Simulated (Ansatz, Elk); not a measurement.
# Bonding as seen by X-rays: LuSc3

Structure refinements treat a crystal as free atoms side by side. For a made-up structure of LuSc3 (cell and positions from a PBE relaxation) the runs below show what the calculated density changes in F(hkl).

Method: DFT, PBE, all-electron APW+lo, Dirac cores, scalar-relativistic bands, static density, no spin, in Elk 11.2.3 (patched build).

The structure was built from a prototype and need not be the compound's stable phase.

## 1. Starting point

It takes space group Pm-3m (No. 221, cubic). The conventional cell has a = 4.686 Å, b = 4.686 Å, c = 4.686 Å, α = 90.00°, β = 90.00°, γ = 90.00°. Nearest to Lu lie 12 Sc at 3.31 Å. Nearest to Sc lie 4 Lu at 3.31 Å and 8 Sc at 3.31 Å. Farther neighbours are not listed.

## 2. Ground state and structure factors

An all-electron density is needed, since X-rays see the cores too. Task 0 finds the density and task 195 Fourier-transforms it; tshift is off so that phases refer to the origin typed.

The input, elk.in:

```
tasks
  0
  195

xctype
  20

spinpol
  .false.

rgkmax
  7.0

gmaxvr
  14.0

lmaxo
  7

lmaxapw
  8

swidth
  0.002

tshift
  .false.

ramdisk
  .false.

hmaxvr
  5.5

maxscl
  120

epspot
  1e-06

sppath
  './'

avec
  8.85451599145 -0.00000000000 0.00000000000
  -0.00000000000 8.85451599145 0.00000000000
  0.00000000000 0.00000000000 8.85451599145

atoms
  2
  'Lu.in'
  1
  0.0000000000 -0.0000000000 -0.0000000000   0.000000 0.000000 0.000000
  'Sc.in'
  3
  0.5000000000 0.0000000000 0.5000000000   0.000000 0.000000 0.000000
  0.5000000000 0.5000000000 0.0000000000   0.000000 0.000000 0.000000
  0.0000000000 0.5000000000 0.5000000000   0.000000 0.000000 0.000000

ngridk
  5 5 5
```

Command:

```sh
> OMP_NUM_THREADS=4 elk
```

Numbers of over 12 decimals in the logs are rounded to 6 here.

The log of the run:

```text
┌─────────────────────────┐
│ Elk code version 11.2.3 │
└─────────────────────────┘

All units are atomic (Hartree, Bohr, etc.)

┌─────────────────────────────────────────────────┐
│ Ground-state run starting from atomic densities │
└─────────────────────────────────────────────────┘

Lattice vectors :
   8.854515991      -0.000000000       0.000000000
  -0.000000000       8.854515991       0.000000000
   0.000000000       0.000000000       8.854515991

Reciprocal lattice vectors :
  0.7096023445       0.000000000      -0.000000000
   0.000000000      0.7096023445      -0.000000000
  -0.000000000      -0.000000000      0.7096023445

Unit cell volume      :    694.2157778
Brillouin zone volume :   0.3573099624

Muffin-tin inner radius fraction :   0.1000000000E-01

Nuclei treated as point charges

Species : 1 (Lu)
 parameters loaded from : Lu.in
 name : lutetium
 nuclear charge    :   -71.00000000
 electronic charge :    71.00000000
 atomic mass :    318945.3298
 muffin-tin radius :    2.800000000
 number of radial points in muffin-tin :   1393
 inner part over the whole radius :   0.9962478555E-02
 number on inner part of muffin-tin    :    999
 approximate nuclear radius :   0.9954169502E-04
 number of mesh points to nuclear radius :    517
 atomic positions (lattice), magnetic fields (Cartesian) :
  1 :   0.00000000  0.00000000  0.00000000    0.00000000  0.00000000  0.00000000

Species : 2 (Sc)
 parameters loaded from : Sc.in
 name : scandium
 nuclear charge    :   -21.00000000
 electronic charge :    21.00000000
 atomic mass :    81949.61073
 muffin-tin radius :    2.400000000
 number of radial points in muffin-tin :    993
 inner part over the whole radius :   0.9898716403E-02
 number on inner part of muffin-tin    :    698
 approximate nuclear radius :   0.6711386133E-04
 number of mesh points to nuclear radius :    323
 atomic positions (lattice), magnetic fields (Cartesian) :
  1 :   0.50000000  0.00000000  0.50000000    0.00000000  0.00000000  0.00000000
  2 :   0.50000000  0.50000000  0.00000000    0.00000000  0.00000000  0.00000000
  3 :   0.00000000  0.50000000  0.50000000    0.00000000  0.00000000  0.00000000

Total number of atoms per unit cell :    4
Total muffin-tin volume :    265.6698299
 ratio of muffin-tin to unit cell volume :   0.3826905675

Spin treatment :
 spin-unpolarised

Number of Bravais lattice symmetries :   48
Number of crystal symmetries         :   48
Crystal has inversion symmetry
Real symmetric eigensolver will be used

k-point grid :      5     5     5
k-point offset :    0.000000000       0.000000000       0.000000000
k-point set is reduced with full crystal symmetry group
Total number of k-points :       10

Muffin-tin radius times maximum |G+k| :    7.000000000
 using average radius
Maximum |G+k| for APW functions       :    2.800000000
Maximum (1/2)|G+k|²                   :    3.920000000
Maximum |G| for potential and density :    14.00000000
Constant for pseudocharge density :   10
 order of it for each species :   17  17
 order of it for pair densities of each species (exact exchange by exxq0 0: 18) :   12   9
Radial integration step length :    1

G-vector grid sizes :     40    40    40
Number of G-vectors :    32231

Maximum angular momentum used for
 APW functions            :    8
 outer part of muffin-tin :    7
 inner part of muffin-tin :    2

Total nuclear charge    :   -134.0000000
Total core charge       :    76.00000000
Total valence charge    :    58.00000000
Total excess charge     :    0.000000000
Total electronic charge :    134.0000000

Effective Wigner radius, rₛ :    1.073413429

Number of empty states         :     16
Total number of valence states :     46
Total number of core states    :     76

Third-order local-orbitals added for an l without core states : T
Total number of local-orbitals :     88

Exchange-correlation functional :     20     0     0
 Perdew-Burke-Ernzerhof, Phys. Rev. Lett. 77, 3865 (1996)
 gradient requirement :    1
[...]
Madelung                    :     -20872.690813949
 xc potential                :     -536.56278711981
 exchange                    :     -412.20139674931
 correlation                 :     -6.904846
 electron entropic           :    -0.32168890968142E-02
 total energy                :     -16874.552430364

Density of states at Fermi energy :    265.9078564
 (states/Hartree/unit cell)

Estimated indirect band gap :   0.5169396542E-03
 from k-point 9 to k-point 5
Estimated direct band gap   :   0.5833807563E-02
 at k-point 3

Charges :
 core                        :    76.00000000
 valence                     :    58.00000000
 interstitial                :    7.814324568
 muffin-tins (core leakage)
  species : 1 (Lu)
   atom 1                    :    69.10130181     (  0.3506072801E-06)
  species : 2 (Sc)
   atom 1                    :    19.02812454     ( -0.2162965522E-06)
[...]
total in muffin-tins        :    126.1856754
 total calculated charge     :    134.0001613
 total charge                :    134.0000000
 error                       :   0.1613245630E-03

RMS change in Kohn-Sham potential (target) :   0.2486519264     (  0.1000000000E-05)
Absolute change in total energy (target)   :   0.2546141436     (  0.1000000000E-03)

[... loops 3 to 14 left out ...]

┌──────────────────┐
│ Loop number : 15 │
└──────────────────┘

Energies :
 Fermi                       :     0.212969
 sum of occupied eigenvalues :     -10259.761590898
 electron kinetic            :      18567.160530817
 core electron kinetic       :      17908.108717811
 Coulomb                     :     -35021.458318669
 Coulomb potential           :     -28279.705583354
 nuclear-nuclear             :     -1400.9320654251
 electron-nuclear            :     -38987.879098991
 Hartree                     :      5367.3528457473
 Madelung                    :     -20881.605526992
 xc potential                :     -547.21653836047
 exchange                    :     -412.60636999798
 correlation                 :     -6.907284
 electron entropic           :    -0.36291646579359E-02
 total energy                :     -16873.815071338

Density of states at Fermi energy :    303.1738375
 (states/Hartree/unit cell)

Estimated indirect band gap :   0.8776812525E-03
 from k-point 3 to k-point 9
Estimated direct band gap   :   0.3111379467E-02
 at k-point 5

Charges :
 core                        :    76.00000000
 valence                     :    58.00000000
 interstitial                :    7.491632561
 muffin-tins (core leakage)
  species : 1 (Lu)
[...]
species : 2 (Sc)
[...]
total in muffin-tins        :    126.5083674
 total calculated charge     :    134.0001540
 total charge                :    134.0000000
 error                       :   0.1539520153E-03

RMS change in Kohn-Sham potential (target) :   0.6777172751E-06 (  0.1000000000E-05)
Absolute change in total energy (target)   :   0.3346682570E-04 (  0.1000000000E-03)

Convergence targets achieved

┌──────────────────┐
│ Loop number : 16 │
└──────────────────┘

Energies :
 Fermi                       :     0.212969
 sum of occupied eigenvalues :     -10259.761610742
 electron kinetic            :      18567.160515947
 core electron kinetic       :      17908.108701998
 Coulomb                     :     -35021.458323370
 Coulomb potential           :     -28279.705548246
 nuclear-nuclear             :     -1400.9320654251
 electron-nuclear            :     -38987.879144752
 Hartree                     :      5367.3528868067
 Madelung                    :     -20881.605549248
 xc potential                :     -547.21657844265
 exchange                    :     -412.60636988910
 correlation                 :     -6.907284
 electron entropic           :    -0.36291640978354E-02
 total energy                :     -16873.815090781

Density of states at Fermi energy :    303.1737418
 (states/Hartree/unit cell)

Estimated indirect band gap :   0.8776820061E-03
 from k-point 3 to k-point 9
Estimated direct band gap   :   0.3111385769E-02
 at k-point 5

Charges :
 core                        :    76.00000000
 valence                     :    58.00000000
 interstitial                :    7.491632124
 muffin-tins (core leakage)
  species : 1 (Lu)
[...]
species : 2 (Sc)
   atom 1                    :    19.08034393     ( -0.2163369928E-06)
   atom 2                    :    19.08034393     ( -0.2163369928E-06)
   atom 3                    :    19.08034393     ( -0.2163369928E-06)
 total in muffin-tins        :    126.5083679
 total calculated charge     :    134.0001540
 total charge                :    134.0000000
 error                       :   0.1539519152E-03

┌──────────────────────────────┐
│ Self-consistent loop stopped │
└──────────────────────────────┘

Wrote STATE.OUT
```

The job ended after 18 s (4 threads of Arm Neoverse V2, shared host; peak memory 0.19 GiB).

SFACRHO.OUT:

```text

h k l indices transformed by vhmat matrix:
   1.000000000       0.000000000       0.000000000    
   0.000000000       1.000000000       0.000000000    
   0.000000000       0.000000000       1.000000000    

      h      k      l  multipl.   |H|            Re(F)            Im(F)           |F|

      0      0      0      1   0.0000000       134.00000      0.26485475E-16   134.00000    
      0     -1      0      6  0.70960234       48.162708     -0.41094960E-14   48.162708    
     -1      0      1     12   1.0035293       46.720962     -0.23298443E-14   46.720962    
      1      1      1      8   1.2290673       107.32460     -0.11384543E-13   107.32460    
      0      0     -2      6   1.4192047       103.05455      0.71521396E-14   103.05455    
     -1      0     -2     24   1.5867191       43.360318     -0.34658676E-14   43.360318    
     -1      1     -2     24   1.7381637       42.394973     -0.10538529E-13   42.394973    
      2      2      0     12   2.0070585       90.294899     -0.12127961E-13   90.294899    
      2     -2      1     24   2.1288070       39.876516     -0.53657091E-15   39.876516    
      0      0      3      6   2.1288070       39.874246      0.87966725E-14   39.874246    
     -3      1      0     24   2.2439596       39.149725     -0.10209630E-13   39.149725    
     -1     -1     -3     24   2.3534847       83.170382      0.13959847E-13   83.170382    
      2     -2     -2      8   2.4581346       81.198119      0.52974298E-14   81.198119    
     -2     -3      0     24   2.5585076       37.169318     -0.77587111E-14   37.169318    
     -2      1      3     48   2.6550889       36.572272     -0.14173994E-13   36.572272    
      4      0      0      6   2.8384094       74.491138     -0.95118010E-14   74.491138    
      3      2     -2     24   2.9257654       34.917650      0.55614277E-14   34.917650    
     -4      0     -1     24   2.9257654       34.929867     -0.23540614E-14   34.929867
```

Elk indexes on the primitive cell of elk.in and gives |H| = 4π sin θ/λ in inverse bohr. Below, one row stands for each form hkl of the conventional cell (m members, Friedel mates merged), F is for one primitive cell and the density is static (no thermal factor). Free-atom factors are Waasmaier and Kirfel's, and R is Σm||F|−|F'||/Σm|F|.

```csv
hkl,m,sin θ/λ (Å⁻¹),"abs F, DFT",neutral atoms,diff.
100,6,0.107,48.163,48.245,-0.082
110,12,0.151,46.721,46.770,-0.049
111,8,0.185,107.325,107.857,-0.532
200,6,0.213,103.055,103.445,-0.390
210,24,0.239,43.360,43.450,-0.089
211,24,0.261,42.395,42.514,-0.119
220,12,0.302,90.295,90.323,-0.028
221,24,0.320,39.877,40.023,-0.147
300,6,0.320,39.874,40.023,-0.149
310,24,0.337,39.150,39.284,-0.134
311,24,0.354,83.170,83.227,-0.057
222,8,0.370,81.198,81.222,-0.024
320,24,0.385,37.169,37.290,-0.120
321,48,0.399,36.572,36.688,-0.116
400,6,0.427,74.491,74.552,-0.061
322,24,0.440,34.918,35.038,-0.120
410,24,0.440,34.930,35.038,-0.108
411,24,0.453,34.408,34.532,-0.124
330,12,0.453,34.400,34.532,-0.132
331,24,0.465,70.634,70.638,-0.004
420,24,0.477,69.458,69.491,-0.033
421,48,0.489,33.003,33.122,-0.119
```

## 3. The highest occupied states alone

An energy window below the Fermi level keeps the highest occupied states, to see at which angles they scatter; shallow core shells can lie inside it and anion s states outside. No new self-consistency is needed.

elk.in, as its differences from that of step 2:

```diff
@@ -1,3 +1,2 @@
 tasks
-  0
   195
@@ -40,2 +39,5 @@
 
+wsfac
+  -0.154520 0.512970
+
 sppath
```

Command:

```sh
> OMP_NUM_THREADS=4 elk
```

The log of the run:

```text
┌─────────────────────────────────┐
│ Elk code version 11.2.3 started │
└─────────────────────────────────┘

Info(readinput): the functional depends on the density's gradient
 muffin-tin radial points multiplied by    2.00000
 (not where nrmtscf is given)

┌────────────────────┐
│ Current task : 195 │
└────────────────────┘

Info(sfacrho): density structure factors written to SFACRHO.OUT

 Energy window :  -0.1545200000      0.5129700000

┌──────────────────┐
│ Elk code stopped │
└──────────────────┘
```

Wall time 9.1 s (4 threads); peak memory 0.18 GiB; 11 s of CPU time.

States within 10 eV below the Fermi level hold 26.00 electrons; any levels below the window count with the cores. Their amplitudes can exceed the total, where window and core parts have opposite phase:

```csv
hkl,sin θ/λ (Å⁻¹),"abs F, window","abs F, all"
100,0.107,12.935,48.163
110,0.151,12.185,46.721
111,0.185,12.707,107.325
200,0.213,11.946,103.055
210,0.239,10.523,43.360
211,0.261,10.030,42.395
220,0.302,10.003,90.295
221,0.320,8.756,39.877
300,0.320,8.752,39.874
310,0.337,8.397,39.150
```

## 4. Another functional

The difference from free atoms is small, so it is set against the change that LDA (Perdew-Wang) makes.

elk.in, as its differences from that of step 3:

```diff
@@ -1,2 +1,3 @@
 tasks
+  0
   195
@@ -4,3 +5,3 @@
 xctype
-  20
+  3
 
@@ -39,5 +40,2 @@
 
-wsfac
-  -0.154520 0.512970
-
 sppath
```

Command:

```sh
> OMP_NUM_THREADS=4 elk
```

The log of the run:

```text
┌─────────────────────────┐
│ Elk code version 11.2.3 │
└─────────────────────────┘

All units are atomic (Hartree, Bohr, etc.)

┌─────────────────────────────────────────────────┐
│ Ground-state run starting from atomic densities │
└─────────────────────────────────────────────────┘

Lattice vectors :
   8.854515991      -0.000000000       0.000000000
  -0.000000000       8.854515991       0.000000000
   0.000000000       0.000000000       8.854515991

Reciprocal lattice vectors :
  0.7096023445       0.000000000      -0.000000000
[...]
valence                     :    58.00000000
 interstitial                :    7.386536759
 muffin-tins (core leakage)
  species : 1 (Lu)
[...]
species : 2 (Sc)
[...]
atom 2                    :    19.10312264     ( -0.3512605126E-05)
   atom 3                    :    19.10312264     ( -0.3512605126E-05)
 total in muffin-tins        :    126.6134632
 total calculated charge     :    134.0001622
 total charge                :    134.0000000
 error                       :   0.1622217105E-03

┌──────────────────────────────┐
│ Self-consistent loop stopped │
└──────────────────────────────┘

Wrote STATE.OUT
[key lines of the parts left out:]
total energy                :     -16859.832801968
```

Wall time 10 s (4 threads); peak memory 0.18 GiB.

Against the first run R = 0.02 %; the largest change is -0.060 at 220.

## 5. Basis size

A smaller basis shows how fast F responds to it; the change is likely larger than the basis error of the first run, but doesn't show convergence.

elk.in, as its differences from that of step 4:

```diff
@@ -5,3 +5,3 @@
 xctype
-  3
+  20
 
@@ -11,3 +11,3 @@
 rgkmax
-  7.0
+  5.5
```

Command:

```sh
> OMP_NUM_THREADS=4 elk
```

The log of the run:

```text
┌─────────────────────────┐
│ Elk code version 11.2.3 │
└─────────────────────────┘

All units are atomic (Hartree, Bohr, etc.)

┌─────────────────────────────────────────────────┐
│ Ground-state run starting from atomic densities │
└─────────────────────────────────────────────────┘

Lattice vectors :
   8.854515991      -0.000000000       0.000000000
  -0.000000000       8.854515991       0.000000000
   0.000000000       0.000000000       8.854515991

Reciprocal lattice vectors :
  0.7096023445       0.000000000      -0.000000000
[...]
valence                     :    58.00000000
 interstitial                :    7.701235088
 muffin-tins (core leakage)
  species : 1 (Lu)
[...]
species : 2 (Sc)
[...]
atom 2                    :    19.02087651     ( -0.2163399611E-06)
   atom 3                    :    19.02087651     ( -0.2163399611E-06)
 total in muffin-tins        :    126.2987649
 total calculated charge     :    134.0002726
 total charge                :    134.0000000
 error                       :   0.2725685099E-03

┌──────────────────────────────┐
│ Self-consistent loop stopped │
└──────────────────────────────┘

Wrote STATE.OUT
[key lines of the parts left out:]
total energy                :     -16873.695162632
```

It took 17 s on 4 threads; peak memory 0.19 GiB.

Against the first run R = 0.01 %; the largest change is -0.095 at 111.

## 6. Basis size

The basis and the expansions that go with it are enlarged, to see whether the differences are converged.

elk.in, as its differences from that of step 5:

```diff
@@ -11,12 +11,12 @@
 rgkmax
-  5.5
+  8.5
 
 gmaxvr
-  14.0
+  18.0
 
 lmaxo
-  7
+  9
 
 lmaxapw
-  8
+  10
```

Command:

```sh
> OMP_NUM_THREADS=4 elk
```

The log of the run:

```text
┌─────────────────────────┐
│ Elk code version 11.2.3 │
└─────────────────────────┘

All units are atomic (Hartree, Bohr, etc.)

┌─────────────────────────────────────────────────┐
│ Ground-state run starting from atomic densities │
└─────────────────────────────────────────────────┘

Lattice vectors :
   8.854515991      -0.000000000       0.000000000
  -0.000000000       8.854515991       0.000000000
   0.000000000       0.000000000       8.854515991

Reciprocal lattice vectors :
  0.7096023445       0.000000000      -0.000000000
[...]
valence                     :    58.00000000
 interstitial                :    7.454554711
 muffin-tins (core leakage)
  species : 1 (Lu)
[...]
species : 2 (Sc)
[...]
atom 2                    :    19.09075578     ( -0.2163349304E-06)
   atom 3                    :    19.09075578     ( -0.2163349304E-06)
 total in muffin-tins        :    126.5454453
 total calculated charge     :    133.9999948
 total charge                :    134.0000000
 error                       :   0.5161895729E-05

┌──────────────────────────────┐
│ Self-consistent loop stopped │
└──────────────────────────────┘

Wrote STATE.OUT
[key lines of the parts left out:]
total energy                :     -16873.831077260
```

Run time: 40 s. Hardware: 4 threads; peak memory 0.37 GiB.

Against the first run R = 0.00 %; the largest change is -0.020 at 400.

## 7. Settings against the effect

```csv
run,R against the first run (%),"R against neutral atoms, low angle (%)",wall time
"PBE, rgkmax 7",0.00,0.29,18 s
LDA (Perdew-Wang),0.02,0.29,10 s
rgkmax 5.5,0.01,0.28,17 s
rgkmax 8.5 with larger expansions,0.00,0.29,40 s
```

## 8. Results

```json
{
 "R against neutral atoms, sin θ/λ < 0.3 Å⁻¹": "0.29 %",
 "R against neutral atoms, 0.3 to 0.82 Å⁻¹": "0.19 %"
}
```

**Reading.** Independent neutral atoms miss the calculated amplitudes by R = 0.29 % below 0.3 Å⁻¹ and 0.19 % from there to 0.82 Å⁻¹; by shells, 0.17 % below 0.15 Å⁻¹ (1 form), 0.30 % 0.15 to 0.3 (5 forms), 0.22 % 0.3 to 0.45 (11 forms), 0.18 % above 0.45 (57 forms). Bonding, aspherical density and the tables' own atoms all enter these figures, and the runs don't part them. The largest change of an amplitude is -0.53 electrons, at 111. The window's part falls from 26.0 electrons at the origin to at most 6.13 between 0.45 and 0.82 Å⁻¹, where compact states inside the window still scatter. Below 0.3 Å⁻¹ the changes that finished (LDA (Perdew-Wang), rgkmax 5.5 and rgkmax 8.5 with larger expansions) move F by R = 0.06 % at most, against the 0.29 % that separates it from free atoms. The k-mesh has no finished test. Spin-orbit coupling is left out, which can matter for elements this heavy. Part of the difference isn't bonding: the tables are fits to free atoms and ions calculated by other methods than this functional. Thermal motion, anomalous dispersion and extinction are left out.

[Logs are printed without paths, hosts, clocks, repeated set-up lines and the standing remarks that a program may print on its own settings, such as how far it seeks lower states.]

[Hosts, paths, dates, database ids (printed as entryN), source tags and the programs' standing remarks are cut or masked in the printed files.]
